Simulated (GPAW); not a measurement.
# K K ELNES/XANES of KBr (Fm-3m) from DFT, part 2 of 2

What does one-electron theory with a core hole give for the K K edge of KBr (Fm-3m)?

GPAW 26.7.0; X-ray absorption from dipole matrix elements to empty bands, plane-wave PAW PBE.

So far. Step 2 (The field without a hole): The mesh shows a gap of 4.44 eV, so the hole is first treated in a charged cell, without the excited electron. Step 3 (Spectrum without a core hole, K atom 2): Main maxima below 30 eV (height): 2.3 eV (0.75), 5.0 eV (1.46), 7.5 eV (2.12), 10.7 eV (1.28), 17.5 eV (1.50) and 26.7 eV (1.27). A K edge sees empty p states on the absorber.

## Step 5: Spectrum with FCH, K atom 2

The holes are 6.6 Å apart. In GPAW the data set carries the hole's charge, so charge=0 means a charged cell and charge=-1 a neutral one. The excited electron is left out and a uniform background balances the charge. After the field has converged, empty bands are computed with the density fixed and the dipole matrix elements are summed.

xas.py

```python
import numpy as np
from ase import Atoms
from ase.parallel import parprint, paropen
from gpaw import GPAW, PW, FermiDirac, Mixer, MixerDif, setup_paths
from gpaw.test import gen
setup_paths.insert(0, '.')
gen('K', name='fch1s', xcname='PBE', corehole=(1, 0, 1), write_xml=True)
from gpaw.mpi import world
world.barrier()

atoms = Atoms('Br4K4',
    cell=[[0, -6.6, 0],
     [-6.6, 0, 0],
     [0, 0, -6.6]],
    scaled_positions=[[0.5, 0.5, 0.5],
     [0, 0.5, 0],
     [0.5, 0, 0],
     [0, 0, 0.5],
     [0, 0, 0],
     [0.5, 0, 0.5],
     [0, 0.5, 0.5],
     [0.5, 0.5, 0]],
    pbc=True)
atoms.calc = calc = GPAW(legacy_gpaw=True, mode=PW(430, force_complex_dtype=True), xc='PBE', setups={4: 'fch1s'},
    kpts={'size': (3, 3, 3), 'gamma': True}, occupations=FermiDirac(0.02),
    charge=0, mixer=Mixer(0.1, 5, 50), maxiter=150,
    convergence={'density': 0.0001, 'eigenstates': 1e-6}, txt='scf.txt')
energy = atoms.get_potential_energy() + calc.get_reference_energy()
ef = calc.get_fermi_level()
out = dict(energy=energy, fermi=ef, forces=atoms.get_forces().tolist())
parprint(f'all-electron energy {energy:.4f} eV, Fermi level {ef:.4f} eV')
ev = np.array([[calc.get_eigenvalues(k, s) for k in range(len(calc.get_ibz_k_points()))] for s in range(calc.get_number_of_spins())])
out['homo'], out['lumo'], out['counts'] = ev[ev < ef].max(), ev[ev > ef].min(), sorted(set((ev < ef).sum((0, 2)).tolist()))
out['filled'] = (ev[:, 0] < ef).sum(1).tolist()

from ase.units import Ha
from gpaw.xas import dipole_matrix_elements
nb = int(calc.get_number_of_electrons() / 2) + 173
top, nb = nb, nb + 8 + nb // 12
nscf = calc.fixed_density(kpts={'size': (3, 3, 3), 'gamma': True}, nbands=nb,
    convergence={'bands': top, 'eigenstates': 1e-5}, maxiter=60, txt='nscf.txt')
cell = atoms.cell.array
ops = [cell.T @ U.T @ np.linalg.inv(cell.T) for U in nscf.wfs.kd.symmetry.op_scc]
filled = [32]  # bands filled in the ground state, by spin
E = np.arange(-6, 34, 0.1)
fwhm = np.interp(E, [4, 25], [0.9, 3.5])
Y, X, zero, highest = 0, 0, 1e9, 1e9
for spin in range(nscf.get_number_of_spins()):
    wfs = nscf.wfs
    A = dipole_matrix_elements(wfs.setups[4])
    eps = np.zeros((wfs.kd.nibzkpts, nb))
    d = np.zeros((3, A.shape[1], wfs.kd.nibzkpts, nb), complex)
    for kpt in wfs.kpt_u:
        if kpt.s == spin and 4 in kpt.P_ani:
            eps[kpt.k] = kpt.eps_n * Ha
            d[:, :, kpt.k] = (kpt.weight * wfs.nspins / 2) ** 0.5 * np.inner(A, kpt.P_ani[4])
    world.sum(eps)
    world.sum(d)
    T = np.einsum('amkn,bmkn->abkn', d, d.conj()).real
    T = sum(np.einsum('ai,ijkn,bj->abkn', R, T, R) for R in ops) / len(ops)
    empty = np.ones_like(eps, bool) & (np.arange(nb) >= filled[spin])
    zero, highest = min(zero, eps[empty].min()), min(highest, eps[:, top - 1].min())
    lines = [(eps, T, empty)] if spin == 0 else lines + [(eps, T, empty)]
for eps, T, empty in lines:
    f = np.einsum('aakn->akn', T).reshape(3, -1)
    x = eps.ravel() - zero
    w = np.interp(x, E, fwhm) / 2.35482
    g = np.exp(-0.5 * ((E[:, None] - x) / w) ** 2) / (w * (2 * np.pi) ** 0.5)
    Y = Y + (f * empty.ravel()) @ g.T
    X = X + (f * ~empty.ravel()) @ g.T
out.update(E=E.round(2).tolist(), xas=Y.tolist(), xes=X.tolist(), zero=zero, valid=highest - zero, nk=len(eps), nb=nb)
for i in range(0, len(E), 10):
    parprint(f'{E[i]:7.2f}', *(f'{v:10.3e}' for v in Y[:, i]))
import json
with paropen('out.json', 'w') as f:
    json.dump(out, f)
```

Command:

```console
$ OMP_NUM_THREADS=1 mpirun -n 2 gpaw python xas.py
```

Numbers of over 12 decimals in the logs are rounded to 6 here.

Output:

```text
Input parameters:
  convergence: {density: 0.0001,
                eigenstates: 1e-06}
  kpts: {gamma: True,
         size: (3, 3, 3)}
  maxiter: 150
  mixer: {backend: pulay,
          beta: 0.1,
          method: separate,
          nmaxold: 5,
          weight: 50}
  mode: {ecut: 430.0,
         force_complex_dtype: True,
         name: pw}
  occupations: {fixmagmom: False,
                name: fermi-dirac,
                width: 0.02}
  setups: {4: fch1s}
  xc: PBE

Initialize ...

[... PAW data sets ...]

Reference energy: -345507.710540  # eV

Spin-paired calculation

[... convergence settings ...]
Symmetries present (total): 48
  [... symmetry matrices ...]

27 k-points: 3 x 3 x 3 Monkhorst-Pack grid
4 k-points in the irreducible part of the Brillouin zone
       k-points in crystal coordinates                weights
   0:     0.00000000    0.00000000    0.00000000          1/27
   1:     0.33333333    0.00000000    0.00000000          6/27
   2:     0.33333333    0.33333333    0.00000000         12/27
   3:     0.33333333    0.33333333    0.33333333          8/27

Wave functions: Plane wave expansion
  Cutoff energy: 430.000 eV
  Number of coefficients (min, max): 5743, 5824
  Pulay-stress correction: 0.000000 eV/Ang^3 (de/decut=0.000000)
  Using FFTW library
  Wavefunction extrapolation:
    Improved wavefunction reuse through dual PAW basis

Occupation numbers: Fermi-Dirac:
  width: 0.0200  # eV

Eigensolver
   Davidson(niter=2)

Densities:
  Coarse grid: 32*32*32 grid
  Fine grid: 64*64*64 grid
  Total Charge: 1.000000

Density mixing:
  Method: separate
  Backend: pulay
  Linear mixing parameter: 0.1
  old densities: 5
  Width of damping distribution: 1.1
  Damping of long wavelength oscillations: 50

[... Hamiltonian set-up ...]
Number of atoms: 8
Number of atomic orbitals: 36
Number of bands in calculation: 36
Number of valence electrons: 64
Bands to converge: occupied

... initialized

Initializing position-dependent things.

Density initialized from atomic densities
Creating initial wave functions:
  36 bands from LCAO basis set

         Br      K
       K       Br

         K       Br
       Br      K

Atomic positions and initial magnetic moments

Positions:
   0 Br    -3.300000   -3.300000   -3.300000    ( 0.0000,  0.0000,  0.0000)
   1 Br    -3.300000    0.000000    0.000000    ( 0.0000,  0.0000,  0.0000)
   2 Br     0.000000   -3.300000    0.000000    ( 0.0000,  0.0000,  0.0000)
   3 Br     0.000000    0.000000   -3.300000    ( 0.0000,  0.0000,  0.0000)
   4 K      0.000000    0.000000    0.000000    ( 0.0000,  0.0000,  0.0000)
   5 K      0.000000   -3.300000   -3.300000    ( 0.0000,  0.0000,  0.0000)
   6 K     -3.300000    0.000000   -3.300000    ( 0.0000,  0.0000,  0.0000)
   7 K     -3.300000   -3.300000    0.000000    ( 0.0000,  0.0000,  0.0000)

Unit cell:
           periodic     x           y           z      points  spacing
  1. axis:    yes    0.000000   -6.600000    0.000000    32     0.2062
  2. axis:    yes   -6.600000    0.000000    0.000000    32     0.2062
  3. axis:    yes    0.000000    0.000000   -6.600000    32     0.2062

  Lengths:   6.600000   6.600000   6.600000
  Angles:   90.000000  90.000000  90.000000

Effective grid spacing dv^(1/3) = 0.2062

iter:   1   -36.419712
iter:   2   -36.070186   -1.57  -1.29
iter:   3   -35.404166   -1.46  -1.36
iter:   4   -35.366261   -1.83  -1.55
iter:   5   -35.388587   -2.77  -1.69
iter:   6   -35.387396c  -2.97  -2.28
iter:   7   -35.385628c  -3.71  -2.58
iter:   8   -35.383087c  -3.94  -2.66
iter:   9   -35.383213c  -5.58  -3.16
iter:  10   -35.383254c  -6.04c -3.49
iter:  11   -35.383252c  -6.99c -4.01c

Converged after 11 iterations.

Dipole moment: (0.000000, 0.000000, -0.000000) |e|*Ang

Energy contributions relative to reference atoms: (reference = -345507.710540)

Kinetic:         -7.102434
Potential:       -3.493706
External:        +0.000000
XC:             -21.974228
Entropy (-ST):   -0.000000
Local:           -2.812884
SIC:             +0.000000
--------------------------
Free energy:    -35.383252
Extrapolated:   -35.383252

Showing only first 2 kpts
 Kpt  Band  Eigenvalues  Occupancy
  0    30      0.48951    2.00000
  0    31      0.48951    2.00000
  0    32      3.46587    0.00000
  0    33      4.45293    0.00000

  1    30      0.44547    2.00000
  1    31      0.44547    2.00000
  1    32      3.98147    0.00000
[...]
Fermi level: 1.57981

Gap: 2.976 eV
Transition (v -> c):
  (s=0, k=0, n=31, [0.00, 0.00, 0.00]) -> (s=0, k=0, n=32, [0.00, 0.00, 0.00])
No difference between direct/indirect transitions

Forces in eV/Ang:
  0 Br    0.00000    0.00000    0.00000
  1 Br   -0.00000   -0.00000    0.00000
  2 Br   -0.00000   -0.00000    0.00000
  3 Br    0.00000    0.00000   -0.00000
  4 K     0.00000    0.00000    0.00000
  5 K    -0.00000    0.00000    0.00000
  6 K     0.00000   -0.00000    0.00000
  7 K     0.00000    0.00000    0.00000
Scalar-relativistic atomic PBE calculation for K (Potassium, Z=19)
Core hole in 1s state (1s occupation: 1.0)
600 radial gridpoints.
|------------------------------------------------|
|------------------------------------------------|
[... the atom generator's iteration count ...]

Energy contributions:
-------------------------
Kinetic:     +470.836297
XC:           -27.810464
Potential:   -911.651723
-------------------------
Total:       -468.625889

state      eigenvalue         ekin         rmax
-----------------------------------------------
1s^1.0 :  -137.429257   178.943551        0.052
2s^2.0 :   -15.002284    31.245344        0.307
2p^6.0 :   -12.568172    30.913945        0.248
3s^2.0 :    -1.931532     6.069801        1.011
3p^6.0 :    -1.289847     5.160334        1.048
4s^1.0 :    -0.325459     0.816784        3.191
-----------------------------------------------
(units: Bohr and Hartree)

Generating PAW setup
Kinetic energy of the core from tauc = 428.562095
Cutoffs:
rc(s)=2.120
rc(p)=2.090
rc(d)=1.770
rc(vbar)=2.070
rc(comp)=2.090
rc(nct)=2.120

Kinetic energy of the core states: 426.917908
Charge: 1.0
Core electrons: 9.0
Valence electrons: 9.0
Pseudo-core charge: 0.000154
Shape function alpha=2.289
Pseudo-electron charge 6.218459
state    eigenvalue         norm
--------------------------------
3s(2) :    -1.931532     0.850446
4s(1) :    -0.325459     0.980013
3p(6) :    -1.289847     0.589567
*p    :    -0.289847
*d    :     0.000000
--------------------------------

Diagonalizing with gridspacing h=0.050

state   all-electron     PAW
-------------------------------
3s:      -1.931532    -1.932218
3p:      -1.289847    -1.291422
*d:                   -0.307940
*f:                   -0.034939
-------------------------------
all-electron energy -345543.0938 eV, Fermi level 1.5798 eV
[...]
31.00  9.778e-07  9.778e-07  9.778e-07
  32.00  9.327e-07  9.327e-07  9.327e-07
  33.00  8.785e-07  8.785e-07  8.785e-07
```

It took 59 s on 2 MPI ranks of Arm Neoverse V2, shared host; peak memory 0.36 GiB.

The K K spectrum, K atom 2, full core hole (charged cell) (energy from the lowest empty level; intensity scaled to a mean of 1 over the first 20 eV):

```tsv
E (eV)	intensity
-2.00	0.00
-1.25	0.00
-0.50	0.00
0.25	0.02
1.00	0.25
1.75	0.88
2.50	0.48
3.25	1.57
4.00	0.99
4.75	1.26
5.50	1.76
6.25	1.68
7.00	1.95
7.75	1.44
8.50	1.08
9.25	0.54
10.00	0.51
10.75	0.68
11.50	0.75
12.25	0.72
13.00	0.65
13.75	0.63
14.50	0.75
15.25	1.04
16.00	1.31
16.75	1.39
17.50	1.31
18.25	1.17
19.00	1.03
19.75	0.90
20.50	0.81
21.25	0.79
22.00	0.85
22.75	0.95
23.50	1.01
24.25	1.01
25.00	0.98
25.75	0.97
26.50	0.98
27.25	0.99
28.00	0.99
28.75	0.98
29.50	0.99
30.25	1.00
31.00	0.99
31.75	0.96
```

Main maxima below 30 eV (height): 1.7 eV (0.89), 3.4 eV (1.61), 5.3 eV (1.84), 6.8 eV (2.01), 16.7 eV (1.39) and 23.9 eV (1.01). 

The hole costs E(hole) − E(ground) = 3620.31 eV, and the lowest empty level of the hole cell on the spectrum's mesh lies at 3.47 eV, which puts the zero at 3623.78 eV. One term is added: -19.86 eV, since the hole is spin-paired here and a spin-polarised one costs that much less in the free atom (computed apart). The photon energy is then 3603.92 eV. The tabulated edge of the element is 3608.4 eV. The functional and the charged cell's background leave an error of a few eV in such absolute values.

## Step 6: Spectrum with HCH, K atom 2

The holes are 6.6 Å apart. The data set carries half a charge, which charge=0 leaves uncompensated but for the background. Half a hole is Slater's transition state, a compromise that weakens the attraction. After the field has converged, empty bands are computed with the density fixed and the dipole matrix elements are summed.

Changed against the first core-hole run: core hole from full to half.

Changes to xas.py since step 5:

```diff
@@ -6,3 +6,3 @@
 setup_paths.insert(0, '.')
-gen('K', name='fch1s', xcname='PBE', corehole=(1, 0, 1), write_xml=True)
+gen('K', name='hch1s', xcname='PBE', corehole=(1, 0, 0.5), write_xml=True)
 from gpaw.mpi import world
@@ -23,3 +23,3 @@
     pbc=True)
-atoms.calc = calc = GPAW(legacy_gpaw=True, mode=PW(430, force_complex_dtype=True), xc='PBE', setups={4: 'fch1s'},
+atoms.calc = calc = GPAW(legacy_gpaw=True, mode=PW(430, force_complex_dtype=True), xc='PBE', setups={4: 'hch1s'},
     kpts={'size': (3, 3, 3), 'gamma': True}, occupations=FermiDirac(0.02),
```

Output:

```text
Input parameters:
  convergence: {density: 0.0001,
                eigenstates: 1e-06}
  kpts: {gamma: True,
         size: (3, 3, 3)}
  maxiter: 150
  mixer: {backend: pulay,
          beta: 0.1,
          method: separate,
          nmaxold: 5,
          weight: 50}
  mode: {ecut: 430.0,
         force_complex_dtype: True,
         name: pw}
  occupations: {fixmagmom: False,
                name: fermi-dirac,
[...]
*p    :     0.028255
*d    :     0.000000
--------------------------------

Diagonalizing with gridspacing h=0.050

state   all-electron     PAW
-------------------------------
3s:      -1.598352    -1.598987
3p:      -0.971745    -0.973200
*d:                   -0.112743
*f:                    0.013010
-------------------------------
all-electron energy -347379.8715 eV, Fermi level 1.5974 eV
[...]
32.00  1.025e-06  1.025e-06  1.025e-06
  33.00  9.502e-07  9.502e-07  9.502e-07
[key lines of the parts left out:]
Converged after 11 iterations.
Dipole moment: (0.000000, 0.000000, 0.000000) |e|*Ang
Free energy:    -29.733872
Fermi level: 1.59741
```

Run time: 60 s. Hardware: 2 MPI ranks; peak memory 0.36 GiB.

```tsv
E (eV)	first run	this run
-2.0	0.00	0.00
-1.0	0.00	0.00
0.0	0.00	0.00
1.0	0.25	0.14
2.0	0.70	0.82
3.0	1.28	0.78
4.0	0.99	0.71
5.0	1.67	1.15
6.0	1.55	1.68
7.0	1.95	2.11
8.0	1.34	1.45
9.0	0.67	0.72
10.0	0.51	0.72
11.0	0.72	0.82
12.0	0.74	0.87
13.0	0.65	0.62
14.0	0.65	0.61
15.0	0.94	0.99
16.0	1.31	1.37
17.0	1.38	1.37
18.0	1.22	1.27
19.0	1.03	1.19
20.0	0.87	0.97
21.0	0.78	0.78
22.0	0.85	0.82
23.0	0.97	0.96
24.0	1.01	1.04
25.0	0.98	1.08
26.0	0.97	1.11
27.0	0.98	1.11
28.0	0.99	1.06
29.0	0.98	1.05
30.0	1.00	1.07
31.0	0.99	1.07
32.0	0.95	1.01
```

Against the first run the r.m.s. difference is 20 %. The highest intensity below 24 eV goes from 6.8 eV (2.01) to 6.7 eV (2.15).

## Step 7: What the core hole does

Both curves are counted from their own zero, so only the shift of weight within the empty states shows.

```tsv
E (eV)	no hole	FCH
-2.0	0.00	0.00
-1.0	0.00	0.00
0.0	0.00	0.00
1.0	0.07	0.25
2.0	0.64	0.70
3.0	0.49	1.28
4.0	0.48	0.99
5.0	1.46	1.67
6.0	1.07	1.55
7.0	1.78	1.95
8.0	1.83	1.34
9.0	0.90	0.67
10.0	1.08	0.51
11.0	1.23	0.72
12.0	0.76	0.74
13.0	0.70	0.65
14.0	0.69	0.65
15.0	0.84	0.94
16.0	1.18	1.31
17.0	1.46	1.38
18.0	1.47	1.22
19.0	1.28	1.03
20.0	1.11	0.87
21.0	1.02	0.78
22.0	0.94	0.85
23.0	0.88	0.97
24.0	0.92	1.01
25.0	1.08	0.98
26.0	1.23	0.97
27.0	1.26	0.98
28.0	1.19	0.99
29.0	1.15	0.98
30.0	1.17	1.00
```

With each curve scaled to its own mean, the area from −2 to 6 eV with the hole is 5.6 against 3.7, and the centre of weight from −1 to 20 eV moves by -0.9 eV: the hole pulls the absorber's empty states down.

## Step 8: Summary of results

```yaml
absorber_and_edge: K K, atom 2 of the ground-state input (counted from 1)
surroundings: 6 Br at 3.30 Å (octahedral, site symmetry m-3m)
highest_intensity_below_24_ev: 6.8 eV above the zero, height 2.01
photon_energy_of_the_zero_with_the_added_terms: 3603.9 eV (raw 3623.8 eV; uncertain by a few eV)
```

What this shows: The K K edge of atom 2, with 6 Br at 3.30 Å (octahedral, site symmetry m-3m), has its highest intensity of the first 24 eV at 6.8 eV above the zero, near 3611 eV in photon energy (uncertain by a few eV), 2.0 times the mean level of the first 20 eV (Gaussian full width 0.9 eV up to 4 eV, rising linearly to 3.5 eV at 25 eV). With each curve scaled to its own mean, the area from −2 to 6 eV with the hole is 5.6 against 3.7, and the centre of weight from −1 to 20 eV moves by -0.9 eV: the hole pulls the absorber's empty states down. Changing the core hole from full to half alters the shape by 20 % r.m.s., a modest effect on the whole. The mesh is coarse (0.32 Å⁻¹ between points), so small maxima may be mesh ripples. The structure is a published determination, not relaxed.

[Banner, clock and machine lines of the logs are left out without a mark of their own.]

[Logs are printed without paths, hosts, clocks, repeated set-up lines and the standing remarks that a program may print on its own settings, such as how far it seeks lower states.]

[Hosts, paths, dates, database ids (printed as entryN), source tags and the programs' standing remarks are cut or masked in the printed files.]

[Lists of maxima count a maximum above −3 eV only where it reaches 4 % of the highest in the window and stands out from its surroundings by 2 % of it (1.5 % where it reaches 55 %); shoulders and weaker maxima are passed over, and of the rest the first, up to two pre-edge ones and the few strongest are named.]
